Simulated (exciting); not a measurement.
Consider SF6, space group Im-3m.

```xyz
7
Lattice="-2.8735 2.8735 2.8735 2.8735 -2.8735 2.8735 2.8735 2.8735 -2.8735" Properties=species:S:1:pos:R:3 pbc="T T T"
S     0.0000    0.0000    0.0000
F     0.0000    1.5768    0.0000
F     0.0000    4.1702    0.0000
F     4.1702    0.0000    0.0000
F     1.5768    0.0000    0.0000
F     0.0000    0.0000    1.5768
F     0.0000    0.0000    4.1702
```

Absorber: atom 1, with 6 F at 1.58 Å (octahedral, site symmetry m-3m). Method: exciting, all-electron LAPW+lo, LDA, exchange and screened direct term (singlet BSE), 3×3×3 shifted k points, 33 conduction bands, |G+q| up to 3 bohr⁻¹, full RPA screening with nempty = 62, Lorentzian half width 0.45 eV.

Q: Predict the S K near-edge structure at this level.

Bound core exciton? Yes on this mesh: the first bright state (over 5 % of the brightest) lies at -2.79 eV from the Kohn–Sham onset and at -2.97 eV from the lowest bare transition of its own mesh; weaker or dark states reach down to -7.00 eV. Maxima (height): -2.8 eV (1.00).

Energy from the Kohn–Sham onset, core level to the lowest empty state found on the meshes used; Im ε in relative units:

| E (eV) | Im ε |
| --- | --- |
| -6.0 | 0.02 |
| -5.5 | 0.03 |
| -5.0 | 0.04 |
| -4.5 | 0.07 |
| -4.0 | 0.12 |
| -3.5 | 0.29 |
| -3.0 | 0.82 |
| -2.5 | 0.71 |
| -2.0 | 0.25 |
| -1.5 | 0.11 |
| -1.0 | 0.06 |
| -0.5 | 0.04 |
| 0.0 | 0.03 |
| 0.5 | 0.02 |
| 1.0 | 0.02 |
| 1.5 | 0.01 |
| 2.0 | 0.01 |
| 2.5 | 0.01 |
| 3.0 | 0.01 |
| 3.5 | 0.01 |
| 4.0 | 0.01 |
| 4.5 | 0.01 |
| 5.0 | 0.01 |
| 5.5 | 0.01 |
| 6.0 | 0.01 |
| 6.5 | 0.01 |
| 7.0 | 0.01 |
| 7.5 | 0.01 |
| 8.0 | 0.00 |
| 8.5 | 0.00 |
| 9.0 | 0.01 |
| 9.5 | 0.01 |
| 10.0 | 0.01 |
| 10.5 | 0.01 |
| 11.0 | 0.01 |
| 11.5 | 0.01 |
| 12.0 | 0.01 |
| 12.5 | 0.01 |
| 13.0 | 0.01 |
| 13.5 | 0.02 |
| 14.0 | 0.01 |
| 14.5 | 0.01 |
| 15.0 | 0.01 |
| 15.5 | 0.01 |
| 16.0 | 0.01 |
| 16.5 | 0.01 |
| 17.0 | 0.01 |
| 17.5 | 0.01 |
| 18.0 | 0.01 |
| 18.5 | 0.01 |
| 19.0 | 0.01 |
| 19.5 | 0.01 |
| 20.0 | 0.01 |
| 20.5 | 0.01 |

With 27 k points the binding energies are rough, and fine structure above the first lines is partly noise of the mesh. Exchange and the short-range direct term aren't converged in the kernel cutoff. The zero comes from the unshifted 3×3×3 ground-state mesh; it is exact only where the band minimum lies on that mesh. The Kohn–Sham onset, 2402 eV, is no photon energy (tabulated edge of the element: 2472 eV): the scale needs a rigid shift. Bands and screening come from semilocal DFT, whose small gap overscreens. Vibrations and energy-dependent lifetimes are left out. The structure is a Materials Project entry, computed there, and may be a hypothetical form.

[Banner, clock and machine lines of the logs are left out without a mark of their own.]

[Logs are printed without paths, hosts, clocks, repeated set-up lines and the standing remarks that a program may print on its own settings, such as how far it seeks lower states.]

[Hosts, paths, dates, database ids (printed as entryN), source tags and the programs' standing remarks are cut or masked in the printed files.]
